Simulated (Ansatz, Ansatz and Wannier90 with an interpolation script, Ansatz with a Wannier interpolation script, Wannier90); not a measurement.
An input for Wannier90 4.0.3 (SiO2 (Stishovite)):

```
num_iter = 1200
conv_tol = 1.0e-8
conv_window = 5
dis_num_iter = 4000
dis_conv_tol = 1.0e-8
dis_mix_ratio = 0.7
write_hr = true
use_ws_distance = false
num_print_cycles = 50
! ansatz wannier90 interface
! projections by site (counted from 0) and shell: 2 2P, 3 2P, 4 2P, 5 2P, 0 3S, 1 3S, 0 3P, 1 3P
! states of the run's bands (counted from 1): 1-32
num_bands = 32
num_wann  = 20
dis_win_min = -0.75
dis_win_max = 28.49
dis_froz_min = -0.75
dis_froz_max = 19.93
guiding_centres = true

begin unit_cell_cart
Ang
                   4.1773                      0.0                      0.0
                      0.0                   4.1773                      0.0
                      0.0                      0.0                   2.6652
end unit_cell_cart

begin atoms_frac
Si                       0.0                      0.0                      0.0
Si                       0.5                      0.5                      0.5
O               0.3061208024             0.3061208024                      0.0
O               0.1938791976             0.8061208024                      0.5
O               0.6938791976             0.6938791976                      0.0
O               0.8061208024             0.1938791976                      0.5
end atoms_frac

mp_grid = 8 8 12

[... the mesh's points ...]
```

```sh
OMP_NUM_THREADS=1 mpirun -n 8 wannier90.x w > wannier90.x.log
```

Q: How long will it take on 8 MPI ranks of Arm Neoverse V2, shared host, and how much memory?

It took 19 s; on shared hardware allow 9.6 s to 38 s.

[Paths, hosts, dates, memory and timing lines, banners, echoed tables and standing remarks are left out of the program output.]

[Logs are printed without paths, hosts, clocks, repeated set-up lines and the standing remarks that a program may print on its own settings, such as how far it seeks lower states.]

[Runs of the session that timed out or met a known fault of the program may be left out.]

[Hosts, paths, dates, database ids (printed as entryN), source tags and the programs' standing remarks are cut or masked in the printed files.]
